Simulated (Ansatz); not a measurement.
# A hypothetical structure for Tl3FeSn

Starting from a made-up structure for Tl3FeSn, the aim is the relaxed cell, its shortest contacts and, where a second run follows, its electronic structure.

Calculated with Ansatz 0.2.0; DFT, PBE, plane-wave PAW, files of the set soft_1, scalar-relativistic, ferromagnetic start, cell and ions relaxed at zero pressure; PAW set soft_1.

## (1) Set-up

It takes space group I-4m2 (No. 119, tetragonal). The conventional cell has a = 4.607 Å, b = 4.607 Å, c = 11.498 Å, α = 90.00°, β = 90.00°, γ = 90.00°. Nearest to Tl lie 4 Tl at 2.77 Å and 4 Fe at 3.26 Å and 4 Sn at 3.68 Å. Nearest to Tl lie 3 Tl at 2.69 to 2.77 Å and 2 Fe at 2.77 Å and 4 Sn at 3.52 Å. Sn has 12 Tl at 3.52 to 3.68 Å and 4 Fe at 3.68 Å nearest. Nearest to Fe lie 4 Tl at 2.77 Å. Farther neighbours are not listed.

## (2) Relaxing cell and atoms

The guessed cell has no reason to be at equilibrium. It is relaxed with the atoms, within the space group of the guess.

The input, input.yaml:

```yaml
crystal:
  lattice:
    - [-2.3035, 2.3035, 5.749]
    - [2.3035, -2.3035, 5.749]
    - [2.3035, 2.3035, -5.749]
  atoms:
    - { symbol: Tl, position: [0.75, 0.25, 0.5] }
    - { symbol: Tl, position: [0.3832, 0.3832, 0.0] }
    - { symbol: Tl, position: [0.6168, 0.6168, 0.0] }
    - { symbol: Sn, position: [0.0, 0.0, 0.0] }
    - { symbol: Fe, position: [0.25, 0.75, 0.5], spin: 3.0 }
magnetization:
  spin_polarized: true
kpoints:
  mp_grid: { grid: [8, 8, 8] }
scf:
  occupations: { method: fermi_dirac, width: 0.05 }
hamiltonian:
  xc: pbe
  pseudopotentials: { kind: paw, azcp: { folder: soft_1 } }
relax:
  f_tol: 0.015
  max_steps: 70
  cell: {}
output:
  forces: true
  stress: true
```

Launch:

```
> ansatz run input.yaml --threads 4 --pin off --max-ram 8192MiB --backend cpu --events-out ev --progress --plain --runs-dir out
```

Numbers of over 12 decimals in the logs are rounded to 6 here.

Output:

```text
basis.fft_grid_basis auto: the FFT boxes are laid along the combinations [[1, 0, 1], [0, 1, 1], [0, 0, 1]] of the cell's own vectors, 4.607, 4.607 and 6.608 Å long. The dense box has 32×32×45 points. Along the cell's own vectors, as sized, it would have 45×45×45, 1.98 times as many. Of the 8 symmetry operations that the crystal satisfies within crystal.symmetry.tolerance (time reversal apart; of a slab, those that ke [...]
Engine: ansatz 0.2.0, x86_64-unknown-linux-gnu
Pseudopotentials: kind: paw
Pseudopotential: Tl, paw, valence charge 13, recommended cutoff 420 eV (normal), soft_1/Tl.paw.azcp
Pseudopotential: Sn, paw, valence charge 14, recommended cutoff 420 eV (normal), soft_1/Sn.paw.azcp
Pseudopotential: Fe, paw, valence charge 16, recommended cutoff 420 eV (normal), soft_1/Fe.paw.azcp
Functional definition: PBE
  parameter kappa = 0.804
  parameter beta = 0.066725
  exchange = pbe_x(kappa = kappa, mu = beta*pi^2/3)
  correlation = pbe_c(beta = beta)
Crystal: 5 atoms, lattice volume = 122.019 Å³
Basis set: ecut = 420 eV, 2379 PW (Γ), FFT grids on a1+a3, a2+a3, a3, exchange–correlation on 64×64×90 points (8 copies of the dense FFT grid, shifted against one another)
Bands: 44, of which v1, the nominal top of the filled ones, is band 35 counted from 1 (34 counted from 0)
Symmetry: 8 space group operations
Space group: I-4m2 (ITA 119), of the structure as read, at distance tolerance 5.0e-5 Å
Magnetic group: BNS 119.315 (UNI 975), of the structure as read, at distance tolerance 5.0e-5 Å
k-points: 59 of 512 (time reversal used)
Non-local potential: Tl, projectors of the file, l = 0: 2, l = 1: 2, l = 2: 2, l = 3: 1
Non-local potential: Sn, projectors of the file, l = 0: 2, l = 1: 2, l = 2: 2, l = 3: 1
Non-local potential: Fe, projectors of the file, l = 0: 3, l = 1: 2, l = 2: 3, l = 3: 1
PAW form: soft (Blöchl's): semilocal exchange-correlation on the pseudo side does not see the compensation charge
PAW one-centre angular grid: Tl, 590 points (default); XC on 64 Gauss nodes
PAW one-centre angular grid: Sn, 590 points (default); XC on 64 Gauss nodes
PAW one-centre angular grid: Fe, 590 points (default); XC on 64 Gauss nodes
Initial density: superposition of atomic densities (chi_scale 0.1, normalization cell)
Starting moments: Σ|m| = 3 μB on 1 of 5 sites
Initial wavefunctions: pseudopotential atomic-orbital guess
Functional: x = pbe(κ = 0.804, μ = 0.219515), c = pbe(β = 0.066725)
SCF iter   1: F=—  HF=-44839.027290 eV  |F-HF|=—  |Δ(HF+E_count)|=         —  Δρ=1.95e-2 (↑1.95e-2 ↓1.54e-2)  dr2=2.30e0  dr2_m=4.46e-2  M=2.820 μB ∫|m|=3.164 μB  β_m=0.30  ethr=3.10e-3  ⟨swp⟩=7.1  Hψ=20918  notcnv=0  defer=26
Mixer restart at iter 1: flushing history
preconditioner: auto → Kerker (q_TF=auto, 2.481 Å⁻¹)  [metal: Δε(μ)=0.003 eV  Ē_g=13.443 eV  σ=0.050 eV  W_gap=0.02  n_scr=32 (ndim 8)  ℏωp=26.3 eV  f_vac=0.000  D(μ)=5.51/eV (n_scr^D=36)]
spin=Collinear: Kerker preconditioning applied to the charge; magnetization (m = ρ↑ − ρ↓) channel mixes plain (no charge-response kernel on spin).
SCF iter   2: F=—  HF=-44839.550138 eV  |F-HF|=—  |Δ(HF+E_count)|=   5.23e-1  Δρ=1.16e-2 (↑1.03e-2 ↓1.16e-2)  dr2=1.13e0  dr2_m=1.78e-2  M=2.782 μB ∫|m|=3.169 μB  β_m=0.49  ethr=3.10e-3  ⟨swp⟩=2.0  Hψ=7604  notcnv=0  defer=237
SCF iter   3: F=—  HF=-44839.830856 eV  |F-HF|=—  |Δ(HF+E_count)|=   2.81e-1  Δρ=1.02e-2 (↑5.10e-3 ↓1.02e-2)  dr2=5.98e-1  dr2_m=1.22e-2  M=2.662 μB ∫|m|=3.114 μB  β_m=0.54  ethr=1.64e-3  ⟨swp⟩=2.7  Hψ=8086  notcnv=0  defer=238
SCF iter   4: F=—  HF=-44839.792533 eV  |F-HF|=—  |Δ(HF+E_count)|=   3.83e-2  Δρ=5.48e-3 (↑5.48e-3 ↓3.04e-3)  dr2=4.43e-2  dr2_m=9.61e-3  M=2.619 μB ∫|m|=3.102 μB  β_m=0.70  ethr=8.67e-4  ⟨swp⟩=3.0  Hψ=8150  notcnv=0  defer=240
SCF iter   5: F=—  HF=-44839.821463 eV  |F-HF|=—  |Δ(HF+E_count)|=         —  Δρ=4.20e-3 (↑1.45e-3 ↓4.20e-3)  dr2=3.43e-2  dr2_m=2.48e-3  M=2.678 μB ∫|m|=3.150 μB  β_m=0.70  ethr=6.42e-5  ⟨swp⟩=2.0  Hψ=10664  notcnv=0  defer=240
Mixer restart at iter 5: flushing history
SCF iter   6: F=—  HF=-44839.843027 eV  |F-HF|=—  |Δ(HF+E_count)|=   2.16e-2  Δρ=2.61e-3 (↑2.61e-3 ↓8.83e-4)  dr2=4.50e-3  dr2_m=1.83e-3  M=2.684 μB ∫|m|=3.156 μB  β_m=0.65  ethr=4.98e-5  ⟨swp⟩=2.0  Hψ=10146  notcnv=0  defer=240
SCF iter   7: F=—  HF=-44839.837066 eV  |F-HF|=—  |Δ(HF+E_count)|=   5.96e-3  Δρ=2.37e-3 (↑4.19e-4 ↓2.37e-3)  dr2=1.20e-2  dr2_m=1.14e-3  M=2.701 μB ∫|m|=3.176 μB  β_m=0.52  ethr=6.52e-6  ⟨swp⟩=2.1  Hψ=10951  notcnv=0  defer=236
SCF iter   8: F=—  HF=-44839.837307 eV  |F-HF|=—  |Δ(HF+E_count)|=   2.41e-4  Δρ=5.45e-4 (↑3.91e-4 ↓5.45e-4)  dr2=5.27e-4  dr2_m=2.05e-5  M=2.694 μB ∫|m|=3.171 μB  β_m=0.68  ethr=6.52e-6  ⟨swp⟩=2.1  Hψ=10171  notcnv=0  defer=236
SCF iter   9: F=—  HF=-44839.837467 eV  |F-HF|=—  |Δ(HF+E_count)|=   1.60e-4  Δρ=2.12e-4 (↑1.59e-4 ↓2.12e-4)  dr2=8.48e-5  dr2_m=3.93e-6  M=2.691 μB ∫|m|=3.168 μB  β_m=0.84  ethr=7.64e-7  ⟨swp⟩=2.0  Hψ=9215  notcnv=0  defer=236
SCF iter  10: F=—  HF=-44839.837497 eV  |F-HF|=—  |Δ(HF+E_count)|=   2.97e-5  Δρ=9.99e-5 (↑3.24e-5 ↓9.99e-5)  dr2=1.77e-5  dr2_m=1.90e-6  M=2.689 μB ∫|m|=3.166 μB  β_m=0.79  ethr=1.23e-7  ⟨swp⟩=2.0  Hψ=9271  notcnv=0  defer=236
[...]
relax step  16: F+E_penalty+E_count = -44841.42957545 eV  Δ(F+E_penalty+E_count) = -5.508e-2 eV  max|allowed force component| = 1.898e-1 eV/Å  Δτ_max = 0.0189 Å  P = +0.383 GPa  Ω = 132.999 Å³  energy of the carried Pulay correction = -4.774e-4 eV  (8 SCF iters, dr2 threshold 5.00e-7 eV, accepted)
relax step  17: F+E_penalty+E_count = -44841.45075644 eV  Δ(F+E_penalty+E_count) = -2.118e-2 eV  max|allowed force component| = 2.765e-1 eV/Å  Δτ_max = 0.0876 Å  P = +0.445 GPa  Ω = 132.206 Å³  energy of the carried Pulay correction = -3.025e-4 eV  (10 SCF iters, dr2 threshold 5.00e-7 eV, accepted)
relax step  18: F+E_penalty+E_count = -44841.47044046 eV  Δ(F+E_penalty+E_count) = -1.968e-2 eV  max|allowed force component| = 1.961e-2 eV/Å  Δτ_max = 0.0442 Å  P = -0.127 GPa  Ω = 133.731 Å³  energy of the carried Pulay correction = -5.810e-4 eV  (11 SCF iters, dr2 threshold 5.00e-7 eV, accepted)
relax step  19: F+E_penalty+E_count = -44841.47108545 eV  Δ(F+E_penalty+E_count) = -6.450e-4 eV  max|allowed force component| = 1.134e-2 eV/Å  Δτ_max = 0.0006 Å  P = +0.086 GPa  Ω = 133.253 Å³  energy of the carried Pulay correction = -4.956e-4 eV  (8 SCF iters, dr2 threshold 3.37e-7 eV, accepted)
relax step  20: F+E_penalty+E_count = -44841.47124811 eV  Δ(F+E_penalty+E_count) = -1.627e-4 eV  max|allowed force component| = 1.583e-3 eV/Å  Δτ_max = 0.0026 Å  P = -0.017 GPa  Ω = 133.499 Å³  energy of the carried Pulay correction = -5.406e-4 eV  (8 SCF iters, dr2 threshold 8.12e-8 eV, accepted)
relax step  21: F+E_penalty+E_count = -44841.53869249 eV  Δ(F+E_penalty+E_count) = -6.744e-2 eV  max|allowed force component| = 4.529e-4 eV/Å  Δτ_max = 0.0000 Å  P = +0.752 GPa  Ω = 133.499 Å³  stress off target by 2.13e0 GPa  SCF on the basis re-selected at this cell (its energy is not comparable with the rows above)  (14 SCF iters)
relax step  22: F+E_penalty+E_count = -44841.58059726 eV  Δ(F+E_penalty+E_count) = -4.190e-2 eV  max|allowed force component| = 1.480e-3 eV/Å  Δτ_max = 0.0088 Å  P = +0.618 GPa  Ω = 134.902 Å³  energy of the carried Pulay correction = -1.947e-4 eV  (10 SCF iters, dr2 threshold 5.00e-7 eV, accepted)
relax step  23: F+E_penalty+E_count = -44841.59892583 eV  Δ(F+E_penalty+E_count) = -1.833e-2 eV  max|allowed force component| = 2.683e-4 eV/Å  Δτ_max = 0.0066 Å  P = +0.174 GPa  Ω = 137.470 Å³  energy of the carried Pulay correction = -6.188e-4 eV  (9 SCF iters, dr2 threshold 5.00e-7 eV, accepted)
relax step  24: F+E_penalty+E_count = -44841.59974881 eV  Δ(F+E_penalty+E_count) = -8.230e-4 eV  max|allowed force component| = 1.132e-3 eV/Å  Δτ_max = 0.0017 Å  P = +0.018 GPa  Ω = 138.306 Å³  energy of the carried Pulay correction = -7.670e-4 eV  (8 SCF iters, dr2 threshold 2.27e-7 eV, accepted)
relax step  25: F+E_penalty+E_count = -44841.60064844 eV  Δ(F+E_penalty+E_count) = -8.996e-4 eV  max|allowed force component| = 1.221e-3 eV/Å  Δτ_max = 0.0000 Å  P = +0.020 GPa  Ω = 138.306 Å³  stress off target by 4.41e-2 GPa  SCF on the basis re-selected at this cell (its energy is not comparable with the rows above)  (11 SCF iters)
basis re-selected at this cell: Δ(F+E_penalty+E_count) = -8.996e-4 eV, ΔP = +0.002 GPa vs the last step (what re-selecting the basis moved, of the pressure what is left beyond the Pulay correction that the steps carried, after the strain that the cell walked since its last selection, with what the two solves' SCF thresholds leave and, on support functions, any second-order correction that the steps lacked; it is no measure of the basis error at this ecutwfc). The dense FFT grid was sized anew with the basis: this SCF ran on 27×27×72 points, the steps before it on 27×27×64, so part of this shift can come from that change (see relax.cell in the input reference). [rest of the remark cut]
SCF converged after 11 iterations
Magnetization: 2.6010 μB (35.8005 up, 33.1995 down)
Absolute magnetization: 3.0819 μB (∫|ρ↑−ρ↓|, with the PAW one-centre terms)
Spin contamination: 0.2860 ħ² per cell (⟨S²⟩ above its minimum at these occupations)
Per-site moments (μB) at R_I (Å): [(-0.041313, 1.098480), (-0.00928553, 1.391595), (-0.00928553, 1.391595), (0.011936, 1.391595), (2.709379, 1.098480)]
Free energy (F): -44841.600648 eV
Harris-Foulkes:  -44841.600648 eV  (|F-HF|=7.28e-12)
Internal energy: -44841.574219 eV  (E = F + TS)
E sigma→0 (E₀):  -44841.587434 eV
Entropy (-TS):   -0.026429 eV (-5.286 meV/atom)
Fermi energy:    9.874378 eV
--- Per-component energies (eV) ---
  E_band       = -441.657796
  E_kinetic    = 1293.110835
  E_local      = -7301.134132  (includes V_loc(G=0)·N_el)
  E_nonlocal   = 1386.096647
  E_hartree    = 3071.344545
  E_xc         = -790.218534
  E_vxc        = -586.880826  (∫ρ·V_xc dr)
  E_paw        = -36311.643155  (= ΣΔE_a)
  E_vpaw       = -1375.538629  (= ΣTr[D̂ρ^β])
  E_aug_tail   = -0.000859  (compensation charges beyond the density's cutoff)
  E_ewald      = -6189.129566
  E_smearing   = -0.026429  (= −TS)
  E_closure    = 0.000000  (closes the sum)
  Σ components = -44841.600648   (vs F -44841.600648, Δ=0.00e0)
--- Forces (eV/Å), atoms counted from 1 ---
  atom   1  Tl     0.00000000     0.00000000    -0.00000000
  atom   2  Tl     0.00000000     0.00000000     0.00122089
  atom   3  Tl     0.00000000    -0.00000000    -0.00122089
  atom   4  Sn    -0.00000000     0.00000000    -0.00000000
  atom   5  Fe    -0.00000000    -0.00000000     0.00000000
  max |Σ_I F_I| component: 3.47e-18 eV/Å
--- Stress (GPa, compression-positive) ---
        0.007589       0.000000       0.000000
        0.000000       0.007589       0.000000
        0.000000       0.000000       0.044073
  P = ⅓ Tr σ = 0.0198 GPa (0.198 kbar)
--- Relaxed structure (22 steps of the walk, 22 accepted, 3 SCFs on fresh bases) ---
  F+E_penalty+E_count = -44841.60064844 eV   max|allowed force component| = 1.221e-3 eV/Å   (the final SCF, on the basis selected at the relaxed cell)
  cell:  # Å, volume = 138.3063 Å³
    - [-1.883013, 1.883013, 9.751593]
    - [1.883013, -1.883013, 9.751593]
    - [1.883013, 1.883013, -9.751593]
  atoms:
    - { symbol: Tl, position: [0.750000, 0.250000, 0.500000] }
    - { symbol: Tl, position: [0.393807, 0.393807, -1.7582349934042427e-17] }
    - { symbol: Tl, position: [0.606193, 0.606193, -2.519894769761693e-17] }
    - { symbol: Sn, position: [0, 0, 0] }
    - { symbol: Fe, position: [0.250000, 0.75, 0.500000] }
```

Run time: 4.6 min. Hardware: 4 threads of AMD EPYC 9R14 (Zen 4), shared host; peak memory 0.86 GiB; 18 min of CPU time.

The steps of the relaxation (22 of 25):

```
step  energy less that of the first step (eV)  largest force component (eV/Å)  pressure (GPa)  volume (Å³)
   1                                   0.0000                          0.1106            8.42       122.02
   2                                  -0.4458                          0.2127            2.32       134.69
   3                                  -0.5616                          0.0270            0.30       140.20
   4                                  -0.6510                          0.0034           -1.07       143.87
   6                                  -0.8908                          0.0967           -1.01       137.33
   7                                  -0.9547                          0.1235           -0.06       129.43
   8                                  -0.9560                          0.0717           -0.04       129.68
   9                                  -0.9566                          0.0019            0.05       129.48
  10                                  -0.9566                          0.0015           -0.02       129.58
 11*                                  -1.1145                          0.0144            1.61       129.58
  12                                  -1.2426                          0.0273            1.39       129.64
  14                                  -1.4396                          0.0470            0.60       131.36
  15                                  -1.5370                          0.0001            0.90       131.17
  16                                  -1.5921                          0.1898            0.38       133.00
  17                                  -1.6133                          0.2765            0.45       132.21
  18                                  -1.6329                          0.0196           -0.13       133.73
  19                                  -1.6336                          0.0113            0.09       133.25
  20                                  -1.6338                          0.0016           -0.02       133.50
  22                                  -1.7431                          0.0015            0.62       134.90
  23                                  -1.7614                          0.0003            0.17       137.47
  24                                  -1.7623                          0.0011            0.02       138.31
 25*                                  -1.7632                          0.0012            0.02       138.31
```

Relaxation steps marked * repeat the geometry before them on a plane-wave basis chosen anew for their cell, so energy and pressure can jump there. Other such steps can lie between the rows shown.

The run keeps the 8 symmetry operations that it works with, so distortions that break them were not tested.

```
     cell as run  before   after   change
           a (Å)   6.608  10.109  +53.0 %
           b (Å)   6.608  10.109  +53.0 %
           c (Å)   6.608  10.109  +53.0 %
           α (°)  139.20  158.53  +13.9 %
           β (°)  139.20  158.53  +13.9 %
           γ (°)   59.08   30.55  -48.3 %
volume (Å³/atom)   24.40   27.66  +13.3 %
```

The atoms that moved most (Å, as changes of fractional coordinates times the final cell):

```
atom     dx     dy      dz  length
 Tl3  0.000  0.000  -0.207   0.207
 Tl2  0.000  0.000   0.207   0.207
```

Final coordinates:

```xyz
5
Lattice="-1.8830 1.8830 9.7516 1.8830 -1.8830 9.7516 1.8830 1.8830 -9.7516" Properties=species:S:1:pos:R:3 pbc="T T T"
Tl    0.0000    1.8830    4.8758
Tl    0.0000    0.0000    7.6805
Tl    0.0000    0.0000   11.8227
Sn    0.0000    0.0000    0.0000
Fe    1.8830    0.0000    4.8758
```

Numbers from this step:

| Quantity | Value |
| --- | --- |
| free energy | -44841.6006 eV |
| energy at zero smearing | -44841.5874 eV |
| smearing term TS | 0.02643 eV |
| Fermi energy | 9.874 eV |
| magnetization | 2.601 μB |
| absolute magnetization | 3.082 μB |
| site moments | -0.04131, -0.009286, -0.009286, 0.01194, 2.709 μB |
| electrons | 69 |
| symmetry operations | 8 |
| pressure | 0.01975 GPa |

Site moment by atom:

```
atom  site moment (μB)
 Tl1             -0.04
 Tl2             -0.01
 Tl3             -0.01
 Sn4              0.01
 Fe5              2.71
```

The shortest distance of each pair, which need not be the same contact before and after:

```
 pair  guess (Å)  relaxed (Å)
Fe–Tl      2.766        2.663
Sn–Tl      3.524        3.374
Tl–Tl      2.686        3.378
Sn–Sn      4.607        3.766
Fe–Fe      4.607        3.766
```

The relaxation ends with a largest force component of 0.0012 eV/Å and a pressure of 0.02 GPa.

## (3) Outcome

```json
{
 "space group, relaxed": "I-4m2",
 "conventional cell": "a = 3.766, b = 3.766, c = 19.503 Å; α = 90.0°, β = 90.0°, γ = 90.0°",
 "volume per atom": "27.66 Å³ (guess 24.40)",
 "total moment": "2.60 μB in the cell of 5 atoms"
}
```

Tl3FeSn relaxes to I-4m2 with a = 3.766, b = 3.766 and c = 19.503 Å. The guessed volume was 12 % too small. The space group I-4m2 was held in the relaxation, so the end point is a stationary structure within it and may be a saddle against distortions or other arrangements. The input starts from parallel moments, and no other start was typed. Mesh and cutoff weren't tested. A vector of the cell changed its length by 53 %, so the starting arrangement is largely lost and the mesh was laid for another shape. Spin-orbit coupling is left out, which can matter for elements this heavy. No dispersion term is used, so weakly bound directions may come out too long. Nothing here tests whether the compound is stable against decomposition.

[Logs are printed without paths, hosts, clocks, repeated set-up lines and the standing remarks that a program may print on its own settings, such as how far it seeks lower states.]

[Hosts, paths, dates, database ids (printed as entryN), source tags and the programs' standing remarks are cut or masked in the printed files.]
